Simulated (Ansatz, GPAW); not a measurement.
## A 13-layer slab of Nb(111): work function by functional and basis

How far do functional and basis move the work function of a 13-layer slab of Nb(111)?

Program: GPAW 26.7.0 and Ansatz 0.2.0. Level of theory: Ansatz plane waves; slab in vacuum with a dipole correction, relaxation; PAW set soft_1, in the first sound run; inputs show where later runs differ. Results are calculated unless marked as measured.

Most raw output is cut from this account.

## (1) Starting point

The cell holds 13 atoms: 13 Nb. Its edges and angles: a = 4.667 Å, b = 4.667 Å, c = 25.432 Å, α = 90.0°, β = 90.0°, γ = 60.0°. Vacuum lies along c.

## (2) Relaxing the atoms

The atoms are relaxed first, since the surface dipole, and with it the work function, follows the positions of the outer layers. The lowest 6 atoms are held at bulk positions and keep their forces.

Contents of input.yaml:

```yaml
crystal:
  lattice:
    - [4.6669047558, 0.0, 0.0]
    - [2.3334523779, 4.0416580756, 0.0]
    - [0.0, 0.0, 25.43153533]
  atoms:
    - { symbol: Nb, position: [0.0, 0.0, 0.2752488164] }
    - { symbol: Nb, position: [0.3333333333, 0.3333333333, 0.312707347] }
    - { symbol: Nb, position: [0.6666666667, 0.6666666667, 0.3501658776] }
    - { symbol: Nb, position: [0.0, 0.0, 0.3876244082] }
    - { symbol: Nb, position: [0.3333333333, 0.3333333333, 0.4250829388] }
    - { symbol: Nb, position: [0.6666666667, 0.6666666667, 0.4625414694] }
    - { symbol: Nb, position: [0.0, 0.0, 0.5] }
    - { symbol: Nb, position: [0.3333333333, 0.3333333333, 0.5374585306] }
    - { symbol: Nb, position: [0.6666666667, 0.6666666667, 0.5749170612] }
    - { symbol: Nb, position: [0.0, 0.0, 0.6123755918] }
    - { symbol: Nb, position: [0.3333333333, 0.3333333333, 0.6498341224] }
    - { symbol: Nb, position: [0.6666666667, 0.6666666667, 0.687292653] }
    - { symbol: Nb, position: [0.0, 0.0, 0.7247511836] }
kpoints:
  mp_grid: { grid: [8, 8, 1] }
hamiltonian:
  xc: pbe
  pseudopotentials: { kind: paw, azcp: { folder: soft_1 } }
scf:
  occupations: { method: fermi_dirac, width: 0.1 }
efield:
  axis: 3
  dipole_correction: true
  ramp_width: 0.05
relax:
  f_tol: 0.02
  max_steps: 60
  constraints: [{ sites: [0, 1, 2, 3, 4, 5] }]
output:
  write_potential: true
  write_density: true
  volumetric_format: npy
```

Launch:

```bash
ansatz run input.yaml --threads 4 --pin off --max-ram 8192MiB --backend cpu --events-out ev --progress --plain --runs-dir out
```

Wall time 2.4 min (4 threads of Arm Neoverse N1, shared host); peak memory 1.3 GiB; 9.6 min of CPU time.

Step by step:

| step | energy less that of the first step (eV) | largest force component (eV/Å) |
| --- | --- | --- |
| 1 | 0.0000 | 1.7197 |
| 2 | -0.3161 | 0.3348 |
| 3 | -0.3374 | 0.1698 |
| 4 | -0.3428 | 0.0152 |
| 5 | -0.3428 | 0.0151 |

Forces are held to the 6 operations that the run works with; a distortion that breaks them can't arise in this run.

The atoms that moved most (Å):

| atom | dx | dy | dz | length |
| --- | --- | --- | --- | --- |
| Nb13 | 0.000 | 0.000 | -0.297 | 0.297 |
| Nb11 | 0.000 | 0.000 | 0.100 | 0.100 |
| Nb12 | 0.000 | 0.000 | -0.032 | 0.032 |
| Nb10 | 0.000 | 0.000 | -0.026 | 0.026 |
| Nb7 | 0.000 | 0.000 | 0.024 | 0.024 |
| Nb9 | 0.000 | 0.000 | 0.021 | 0.021 |
| Nb8 | 0.000 | 0.000 | 0.014 | 0.014 |

Numbers from this step:

- free energy: -59174.4460 eV
- smearing term TS: 0.5826 eV
- symmetry operations: 6
- upper work function: 3.802 eV
- lower work function: 3.395 eV
- dipole along the normal: -0.04240 e·Å
- dipole field: -0.01599 V/Å
- vacuum level above: 10.77 eV
- vacuum level below: 10.37 eV

Electrostatic potential energy of an electron (with the applied field's), less the Fermi level, planar mean against z:

| z (Å) | electrostatic potential energy of an electron (with the applied field's), less the Fermi level, planar mean (eV) |
| --- | --- |
| 0.0 | 3.60 |
| 0.5 | 3.44 |
| 1.0 | 3.40 |
| 1.5 | 3.40 |
| 2.0 | 3.40 |
| 2.5 | 3.39 |
| 3.0 | 3.39 |
| 3.5 | 3.38 |
| 4.0 | 3.36 |
| 4.5 | 3.30 |
| 5.0 | 3.12 |
| 5.5 | 2.59 |
| 6.0 | 0.940 |
| 6.5 | -3.87 |
| 7.0 | -8.42 |
| 7.5 | -10.5 |
| 8.0 | -10.2 |
| 8.5 | -10.6 |
| 9.0 | -10.3 |
| 9.5 | -10.7 |
| 10.0 | -10.3 |
| 10.5 | -10.5 |
| 11.0 | -10.4 |
| 11.5 | -10.4 |
| 12.0 | -10.2 |
| 12.5 | -10.2 |
| 13.0 | -10.5 |
| 13.5 | -10.4 |
| 14.0 | -10.6 |
| 14.5 | -10.5 |
| 15.0 | -11.0 |
| 15.5 | -9.95 |
| 16.0 | -9.40 |
| 16.5 | -10.1 |
| 17.0 | -12.6 |
| 17.5 | -13.8 |
| 18.0 | -12.4 |
| 18.5 | -6.31 |
| 19.0 | -0.118 |
| 19.5 | 2.57 |
| 20.0 | 3.38 |
| 20.5 | 3.66 |
| 21.0 | 3.75 |
| 21.5 | 3.79 |
| 22.0 | 3.80 |
| 22.5 | 3.80 |
| 23.0 | 3.80 |
| 23.5 | 3.80 |
| 24.0 | 3.80 |
| 24.5 | 3.80 |
| 25.0 | 3.74 |

Valence density, planar mean against z:

| z (Å) | valence density, planar mean (e/Å³) |
| --- | --- |
| 2.5 | 3.4e-5 |
| 3.0 | 9.9e-5 |
| 3.5 | 2.9e-4 |
| 4.0 | 8.4e-4 |
| 4.5 | 0.00241 |
| 5.0 | 0.00702 |
| 5.5 | 0.0204 |
| 6.0 | 0.0749 |
| 6.5 | 0.348 |
| 7.0 | 0.621 |
| 7.5 | 0.704 |
| 8.0 | 0.713 |
| 8.5 | 0.735 |
| 9.0 | 0.715 |
| 9.5 | 0.727 |
| 10.0 | 0.721 |
| 10.5 | 0.728 |
| 11.0 | 0.720 |
| 11.5 | 0.722 |
| 12.0 | 0.711 |
| 12.5 | 0.711 |
| 13.0 | 0.728 |
| 13.5 | 0.725 |
| 14.0 | 0.726 |
| 14.5 | 0.723 |
| 15.0 | 0.756 |
| 15.5 | 0.714 |
| 16.0 | 0.646 |
| 16.5 | 0.717 |
| 17.0 | 0.851 |
| 17.5 | 0.866 |
| 18.0 | 0.827 |
| 18.5 | 0.485 |
| 19.0 | 0.127 |
| 19.5 | 0.0321 |
| 20.0 | 0.0110 |
| 20.5 | 0.00371 |
| 21.0 | 0.00126 |
| 21.5 | 4.2e-4 |
| 22.0 | 1.4e-4 |
| 22.5 | 4.6e-5 |

The relaxation lowered the energy of the cell by 0.343 eV.

## (3) The slab's potential

With the geometry fixed, the planar mean of the potential gives the vacuum level on each side.

This step: GPAW, PAW setups; slab in vacuum (GPAW 26.7.0).

Contents of run.py:

```python
import json
import numpy as np
from ase import Atoms
from gpaw import GPAW, PW

slab = Atoms(
    ['Nb', 'Nb', 'Nb', 'Nb', 'Nb', 'Nb', 'Nb', 'Nb', 'Nb', 'Nb', 'Nb', 'Nb', 'Nb'],
    positions=[
        [0.00000, 0.00000, 7.00000],
        [2.33345, 1.34722, 7.95263],
        [4.66690, 2.69444, 8.90526],
        [0.00000, 0.00000, 9.85788],
        [2.33345, 1.34722, 10.81051],
        [4.66690, 2.69444, 11.76314],
        [0.00000, 0.00000, 12.73963],
        [2.33345, 1.34722, 13.68274],
        [4.66690, 2.69444, 14.64156],
        [-0.00000, -0.00000, 15.54763],
        [2.33345, 1.34722, 16.62646],
        [4.66690, 2.69444, 17.44689],
        [-0.00000, -0.00000, 18.13476]],
    cell=[[4.6669, 0.0, 0.0], [2.33345, 4.04166, 0.0], [0.0, 0.0, 25.43154]],
    pbc=[True, True, False])

slab.calc = GPAW(mode=PW(400), xc='PBE', kpts={'size': (8, 8, 1), 'gamma': True},
                 occupations={'name': 'fermi-dirac', 'width': 0.1}, nbands='160%',
                 convergence={'density': 1e-05}, maxiter=200,
                 poissonsolver={'dipolelayer': 'xy'},
                 symmetry={'tolerance': 1e-3}, txt='slab.txt')
result = {}
energy = slab.get_potential_energy()
fermi = slab.calc.get_fermi_level()
v = slab.calc.get_electrostatic_potential().mean((0, 1)) - fermi
n = slab.calc.get_pseudo_density().mean((0, 1))
L = slab.cell[2, 2]
z = np.arange(len(v)) * L / len(v)
low, high = slab.positions[:, 2].min(), slab.positions[:, 2].max()
below, above = np.interp([low - 4.8, high + 4.8], z, v)
slopes = [np.interp(x, z, np.gradient(v, z)) for x in (low - 4.8, high + 4.8)]
eps = np.array([[slab.calc.get_eigenvalues(k, s) for k in range(len(slab.calc.get_ibz_k_points()))]
                for s in range(slab.calc.get_number_of_spins())]) - fermi
top, bottom = eps[eps < 0].max(), eps[eps > 0].min()
dipole = slab.get_dipole_moment()[2]
print(f'energy {energy:.4f} eV, Fermi level {fermi:.4f} eV, dipole {dipole:.5f} e A')
print(f'potential 4.8 A off the faces, from the Fermi level: lower {below:.4f} eV, upper {above:.4f} eV')
print(f'slope of the potential there: lower {slopes[0]:.5f}, upper {slopes[1]:.5f} eV/A')
print(f'nearest levels on the mesh: {top:.4f} and {bottom:.4f} eV')
print('magnetic moment', round(slab.get_magnetic_moment(), 3))
result.update(energy=energy, fermi=fermi, dipole=dipole, below=below, above=above, slopes=slopes, edges=[top, bottom],
              z=z.tolist(), v=v.tolist(), n=n.tolist(), positions=slab.positions.tolist(),
              forces=slab.get_forces(apply_constraint=False).tolist(), moments=slab.get_magnetic_moments().tolist())
json.dump(result, open('result.json', 'w'))
```

Launch:

```bash
OMP_NUM_THREADS=1 OPENBLAS_NUM_THREADS=1 python run.py
```

Elapsed: 30 min, on 1 thread; peak memory 0.53 GiB.

This step gave:

```
dipole along the normal                    : -0.04233 e·Å
levels nearest the Fermi level on the mesh : -0.002493, 0.01812 eV from the Fermi level
upper work function                        : 3.801 eV
lower work function                        : 3.396 eV
```

The electrostatic potential energy of an electron (without an applied field's), less the Fermi level, planar mean oscillates, so the rows of the table below give means over windows of 1 Å about each position, cut where the curve ends. Its maxima inside the range that stand out by 2 % of the span (Å: eV): 8.5: -10.8, 9.4: -10.9, 10.4: -10.8, 11.3: -10.8, 12.3: -10.5, 13.2: -10.9, 14.2: -10.8, 15.2: -11.3, 16.1: -9.15. Its minima: 7.9: -12.0, 8.9: -12.1, 9.9: -12.0, 10.8: -12.0, 11.8: -11.9, 12.7: -12.0, 13.7: -12.1, 14.6: -12.3, 15.5: -11.8, 17.6: -15.4.

The electrostatic potential energy of an electron (without an applied field's), less the Fermi level, planar mean by z; means over each step:

| z (Å) | electrostatic potential energy of an electron (without an applied field's), less the Fermi level, planar mean (eV) |
| --- | --- |
| 0 | 3.47 |
| 1 | 3.40 |
| 2 | 3.40 |
| 3 | 3.39 |
| 4 | 3.36 |
| 5 | 3.06 |
| 6 | 0.455 |
| 7 | -9.04 |
| 8 | -11.3 |
| 9 | -11.4 |
| 10 | -11.4 |
| 11 | -11.4 |
| 12 | -11.2 |
| 13 | -11.4 |
| 14 | -11.5 |
| 15 | -11.8 |
| 16 | -10.3 |
| 17 | -13.5 |
| 18 | -12.9 |
| 19 | -0.701 |
| 20 | 3.29 |
| 21 | 3.74 |
| 22 | 3.80 |
| 23 | 3.80 |
| 24 | 3.80 |
| 25 | 3.78 |

The pseudo valence density, planar mean oscillates, so the rows of the table below give means over windows of 1 Å about each position, cut where the curve ends. Its maxima inside the range that stand out by 2 % of the span (Å: e/Å³): 7.0: 0.732, 8.1: 0.798, 8.9: 0.821, 10.0: 0.802, 10.8: 0.823, 11.7: 0.795, 12.7: 0.817, 13.8: 0.805, 14.6: 0.829, 15.5: 0.807, 16.7: 0.844, 17.4: 0.912. Its minima: 7.4: 0.598, 8.5: 0.636, 9.3: 0.629, 10.4: 0.631, 11.2: 0.629, 12.3: 0.610, 13.1: 0.642, 14.2: 0.626, 15.0: 0.662, 16.1: 0.542, 17.0: 0.775.

The pseudo valence density, planar mean by z; means over each step:

| z (Å) | pseudo valence density, planar mean (e/Å³) |
| --- | --- |
| 2 | 1.4e-5 |
| 3 | 1.2e-4 |
| 4 | 0.00103 |
| 5 | 0.00851 |
| 6 | 0.105 |
| 7 | 0.597 |
| 8 | 0.714 |
| 9 | 0.719 |
| 10 | 0.724 |
| 11 | 0.721 |
| 12 | 0.710 |
| 13 | 0.727 |
| 14 | 0.725 |
| 15 | 0.744 |
| 16 | 0.669 |
| 17 | 0.830 |
| 18 | 0.785 |
| 19 | 0.165 |
| 20 | 0.0132 |
| 21 | 0.00157 |
| 22 | 1.8e-4 |
| 23 | 1.9e-5 |

Force by atom:

| atom | x (eV/Å) | y (eV/Å) | z (eV/Å) | size |
| --- | --- | --- | --- | --- |
| Nb1 | 0.00 | 0.00 | 1.76 | 1.76 |
| Nb2 | 0.00 | 0.00 | 0.14 | 0.14 |
| Nb3 | 0.00 | 0.00 | -1.19 | 1.19 |
| Nb4 | 0.00 | 0.00 | -0.59 | 0.59 |
| Nb5 | 0.00 | 0.00 | -0.32 | 0.32 |
| Nb6 | 0.00 | 0.00 | 0.27 | 0.27 |
| Nb7 | 0.00 | 0.00 | -0.01 | 0.01 |
| Nb8 | 0.00 | 0.00 | 0.01 | 0.01 |
| Nb9 | 0.00 | 0.00 | 0.01 | 0.01 |
| Nb10 | 0.00 | 0.00 | 0.00 | 0.00 |
| Nb11 | 0.00 | 0.00 | -0.01 | 0.01 |
| Nb12 | 0.00 | 0.00 | -0.03 | 0.03 |
| Nb13 | 0.00 | 0.00 | -0.04 | 0.04 |

The potential is flat to 0.002 eV/Å where it is read, so the vacuum is wide enough. The geometry is the other program's minimum; here the largest force on a free atom is 0.042 eV/Å.

## (4) Self-consistent run: xc = "RPBE"

The same geometry under RPBE, to see how far the functional moves the levels against the vacuum.

Changes to run.py since step 3:

```diff
@@ -24,3 +24,3 @@
 
-slab.calc = GPAW(mode=PW(400), xc='PBE', kpts={'size': (8, 8, 1), 'gamma': True},
+slab.calc = GPAW(mode=PW(400), xc='RPBE', kpts={'size': (8, 8, 1), 'gamma': True},
                  occupations={'name': 'fermi-dirac', 'width': 0.1}, nbands='160%',
```

It took 29 min on 1 thread; peak memory 0.53 GiB.

This step gave:

```
dipole along the normal                    : -0.04284 e·Å
levels nearest the Fermi level on the mesh : -0.002758, 0.01747 eV from the Fermi level
upper work function                        : 3.657 eV
lower work function                        : 3.246 eV
```

The electrostatic potential energy of an electron (without an applied field's), less the Fermi level, planar mean oscillates, so the rows of the table below give means over windows of 1 Å about each position, cut where the curve ends. Its maxima inside the range that stand out by 2 % of the span (Å: eV): 8.5: -10.8, 9.4: -10.9, 10.4: -10.9, 11.3: -10.9, 12.3: -10.5, 13.2: -11.0, 14.2: -10.9, 15.2: -11.4, 16.1: -9.22. Its minima: 7.9: -12.1, 8.9: -12.1, 9.9: -12.1, 10.8: -12.1, 11.8: -12.0, 12.7: -12.0, 13.7: -12.2, 14.6: -12.3, 15.5: -11.9, 17.6: -15.4.

Electrostatic potential energy of an electron (without an applied field's), less the Fermi level, planar mean against z; means over each step:

| z (Å) | electrostatic potential energy of an electron (without an applied field's), less the Fermi level, planar mean (eV) |
| --- | --- |
| 0 | 3.32 |
| 1 | 3.25 |
| 2 | 3.25 |
| 3 | 3.24 |
| 4 | 3.20 |
| 5 | 2.91 |
| 6 | 0.337 |
| 7 | -9.12 |
| 8 | -11.4 |
| 9 | -11.5 |
| 10 | -11.5 |
| 11 | -11.5 |
| 12 | -11.3 |
| 13 | -11.5 |
| 14 | -11.5 |
| 15 | -11.8 |
| 16 | -10.4 |
| 17 | -13.6 |
| 18 | -13.0 |
| 19 | -0.810 |
| 20 | 3.15 |
| 21 | 3.60 |
| 22 | 3.65 |
| 23 | 3.66 |
| 24 | 3.66 |
| 25 | 3.63 |

The pseudo valence density, planar mean oscillates, so the rows of the table below give means over windows of 0.5 Å about each position, cut where the curve ends. Its maxima inside the range that stand out by 2 % of the span (Å: e/Å³): 6.99: 0.733, 8.05: 0.798, 8.90: 0.821, 9.96: 0.802, 10.81: 0.822, 11.66: 0.795, 12.72: 0.817, 13.78: 0.805, 14.62: 0.829, 15.47: 0.807, 16.74: 0.844, 17.38: 0.912. Its minima: 7.42: 0.598, 8.48: 0.636, 9.32: 0.629, 10.38: 0.632, 11.23: 0.629, 12.29: 0.610, 13.14: 0.642, 14.20: 0.626, 15.05: 0.662, 16.11: 0.542, 16.95: 0.776.

Table of pseudo valence density, planar mean by z; means over each step:

| z (Å) | pseudo valence density, planar mean (e/Å³) |
| --- | --- |
| 2.5 | 4.1e-5 |
| 3.0 | 1.2e-4 |
| 3.5 | 3.3e-4 |
| 4.0 | 8.9e-4 |
| 4.5 | 0.00259 |
| 5.0 | 0.00728 |
| 5.5 | 0.0221 |
| 6.0 | 0.0841 |
| 6.5 | 0.320 |
| 7.0 | 0.667 |
| 7.5 | 0.654 |
| 8.0 | 0.759 |
| 8.5 | 0.688 |
| 9.0 | 0.753 |
| 9.5 | 0.691 |
| 10.0 | 0.752 |
| 10.5 | 0.706 |
| 11.0 | 0.735 |
| 11.5 | 0.712 |
| 12.0 | 0.713 |
| 12.5 | 0.713 |
| 13.0 | 0.720 |
| 13.5 | 0.743 |
| 14.0 | 0.701 |
| 14.5 | 0.751 |
| 15.0 | 0.716 |
| 15.5 | 0.757 |
| 16.0 | 0.612 |
| 16.5 | 0.754 |
| 17.0 | 0.811 |
| 17.5 | 0.888 |
| 18.0 | 0.829 |
| 18.5 | 0.469 |
| 19.0 | 0.134 |
| 19.5 | 0.0355 |
| 20.0 | 0.0114 |
| 20.5 | 0.00398 |
| 21.0 | 0.00134 |
| 21.5 | 4.8e-4 |
| 22.0 | 1.7e-4 |
| 22.5 | 5.6e-5 |

Force by atom:

| atom | x (eV/Å) | y (eV/Å) | z (eV/Å) | size |
| --- | --- | --- | --- | --- |
| Nb1 | 0.00 | 0.00 | 1.53 | 1.53 |
| Nb2 | 0.00 | 0.00 | 0.06 | 0.06 |
| Nb3 | 0.00 | 0.00 | -1.25 | 1.25 |
| Nb4 | 0.00 | 0.00 | -0.59 | 0.59 |
| Nb5 | 0.00 | 0.00 | -0.32 | 0.32 |
| Nb6 | 0.00 | 0.00 | 0.28 | 0.28 |
| Nb7 | 0.00 | 0.00 | -0.02 | 0.02 |
| Nb8 | 0.00 | 0.00 | 0.01 | 0.01 |
| Nb9 | 0.00 | 0.00 | 0.01 | 0.01 |
| Nb10 | 0.00 | 0.00 | -0.04 | 0.04 |
| Nb11 | 0.00 | 0.00 | 0.02 | 0.02 |
| Nb12 | 0.00 | 0.00 | 0.08 | 0.08 |
| Nb13 | 0.00 | 0.00 | 0.22 | 0.22 |

The upper face's work function is 3.657 eV, against 3.801 eV in the first plane-wave PBE run at this geometry.

## (5) OptPBE vdW: xc = "optPBE-vdW"

The same geometry under optPBE-vdW, to see how far the functional moves the levels against the vacuum (the van der Waals functionals take revPBE setups).

Changes to run.py since step 4:

```diff
@@ -24,3 +24,3 @@
 
-slab.calc = GPAW(mode=PW(400), xc='RPBE', kpts={'size': (8, 8, 1), 'gamma': True},
+slab.calc = GPAW(mode=PW(400), xc='optPBE-vdW', kpts={'size': (8, 8, 1), 'gamma': True},
                  occupations={'name': 'fermi-dirac', 'width': 0.1}, nbands='160%',
```

Elapsed: 29 min, on 1 thread; peak memory 0.85 GiB.

This step gave:

```
dipole along the normal                    : -0.03906 e·Å
levels nearest the Fermi level on the mesh : -0.009786, 0.01226 eV from the Fermi level
upper work function                        : 4.016 eV
lower work function                        : 3.642 eV
```

Electrostatic potential energy of an electron (without an applied field's), less the Fermi level, planar mean against z:

| z (Å) | electrostatic potential energy of an electron (without an applied field's), less the Fermi level, planar mean (eV) |
| --- | --- |
| 0.0 | 3.83 |
| 0.5 | 3.64 |
| 1.0 | 3.64 |
| 1.5 | 3.64 |
| 2.0 | 3.64 |
| 2.5 | 3.64 |
| 3.0 | 3.64 |
| 3.5 | 3.62 |
| 4.0 | 3.59 |
| 4.5 | 3.51 |
| 5.0 | 3.30 |
| 5.5 | 2.72 |
| 6.0 | 1.08 |
| 6.5 | -3.80 |
| 7.0 | -10.3 |
| 7.5 | -10.6 |
| 8.0 | -12.0 |
| 8.5 | -10.8 |
| 9.0 | -12.0 |
| 9.5 | -11.0 |
| 10.0 | -11.8 |
| 10.5 | -11.1 |
| 11.0 | -11.6 |
| 11.5 | -11.3 |
| 12.0 | -11.2 |
| 12.5 | -11.2 |
| 13.0 | -11.4 |
| 13.5 | -11.7 |
| 14.0 | -11.1 |
| 14.5 | -11.9 |
| 15.0 | -11.5 |
| 15.5 | -11.7 |
| 16.0 | -9.26 |
| 16.5 | -11.7 |
| 17.0 | -13.3 |
| 17.5 | -15.3 |
| 18.0 | -14.0 |
| 18.5 | -6.80 |
| 19.0 | 0.132 |
| 19.5 | 2.66 |
| 20.0 | 3.52 |
| 20.5 | 3.84 |
| 21.0 | 3.95 |
| 21.5 | 3.99 |
| 22.0 | 4.01 |
| 22.5 | 4.01 |
| 23.0 | 4.02 |
| 23.5 | 4.02 |
| 24.0 | 4.02 |
| 24.5 | 4.02 |
| 25.0 | 4.02 |

The upper face's work function is 4.016 eV, against 3.801 eV in the first plane-wave PBE run at this geometry.

## (6) Self-consistent run: xc = "LDA"

The same geometry under LDA, to see how far the functional moves the levels against the vacuum.

Changes to run.py since step 5:

```diff
@@ -24,3 +24,3 @@
 
-slab.calc = GPAW(mode=PW(400), xc='optPBE-vdW', kpts={'size': (8, 8, 1), 'gamma': True},
+slab.calc = GPAW(mode=PW(400), xc='LDA', kpts={'size': (8, 8, 1), 'gamma': True},
                  occupations={'name': 'fermi-dirac', 'width': 0.1}, nbands='160%',
```

The job ended after 27 min (1 thread; peak memory 0.53 GiB).

This step gave:

```
dipole along the normal                    : -0.04171 e·Å
levels nearest the Fermi level on the mesh : -0.008068, 0.01944 eV from the Fermi level
upper work function                        : 4.073 eV
lower work function                        : 3.674 eV
```

The electrostatic potential energy of an electron (without an applied field's), less the Fermi level, planar mean oscillates, so the rows of the table below give means over windows of 1 Å about each position, cut where the curve ends. Its maxima inside the range that stand out by 2 % of the span (Å: eV): 8.5: -10.5, 9.4: -10.6, 10.4: -10.5, 11.3: -10.5, 12.3: -10.2, 13.2: -10.7, 14.2: -10.6, 15.2: -11.1, 16.1: -8.88. Its minima: 7.9: -11.8, 8.9: -11.8, 9.9: -11.8, 10.8: -11.8, 11.8: -11.7, 12.7: -11.7, 13.7: -11.8, 14.6: -12.0, 15.5: -11.5, 17.6: -15.1.

Electrostatic potential energy of an electron (without an applied field's), less the Fermi level, planar mean against z; means over each step:

| z (Å) | electrostatic potential energy of an electron (without an applied field's), less the Fermi level, planar mean (eV) |
| --- | --- |
| 0 | 3.75 |
| 1 | 3.67 |
| 2 | 3.67 |
| 3 | 3.67 |
| 4 | 3.64 |
| 5 | 3.34 |
| 6 | 0.718 |
| 7 | -8.81 |
| 8 | -11.1 |
| 9 | -11.1 |
| 10 | -11.1 |
| 11 | -11.1 |
| 12 | -10.9 |
| 13 | -11.2 |
| 14 | -11.2 |
| 15 | -11.5 |
| 16 | -10.0 |
| 17 | -13.2 |
| 18 | -12.7 |
| 19 | -0.437 |
| 20 | 3.57 |
| 21 | 4.02 |
| 22 | 4.07 |
| 23 | 4.07 |
| 24 | 4.07 |
| 25 | 4.05 |

The upper face's work function is 4.073 eV, against 3.801 eV in the first plane-wave PBE run at this geometry.

## (7) Self-consistent run: xc = "revPBE"

The same geometry under revPBE, to see how far the functional moves the levels against the vacuum.

Changes to run.py since step 6:

```diff
@@ -24,3 +24,3 @@
 
-slab.calc = GPAW(mode=PW(400), xc='LDA', kpts={'size': (8, 8, 1), 'gamma': True},
+slab.calc = GPAW(mode=PW(400), xc='revPBE', kpts={'size': (8, 8, 1), 'gamma': True},
                  occupations={'name': 'fermi-dirac', 'width': 0.1}, nbands='160%',
```

The job ended after 28 min (1 thread; peak memory 0.53 GiB).

This step gave:

```yaml
dipole_along_the_normal: -0.04317 e·Å
levels_nearest_the_fermi_level_on_the_mesh: -0.002808, 0.01754 eV from the Fermi level
upper_work_function: 3.673 eV
lower_work_function: 3.260 eV
```

The upper face's work function is 3.673 eV, against 3.801 eV in the first plane-wave PBE run at this geometry.

(Continued in part 2 of 2.)

[Logs are printed without paths, hosts, clocks, repeated set-up lines and the standing remarks that a program may print on its own settings, such as how far it seeks lower states.]

[Hosts, paths, dates, database ids (printed as entryN), source tags and the programs' standing remarks are cut or masked in the printed files.]
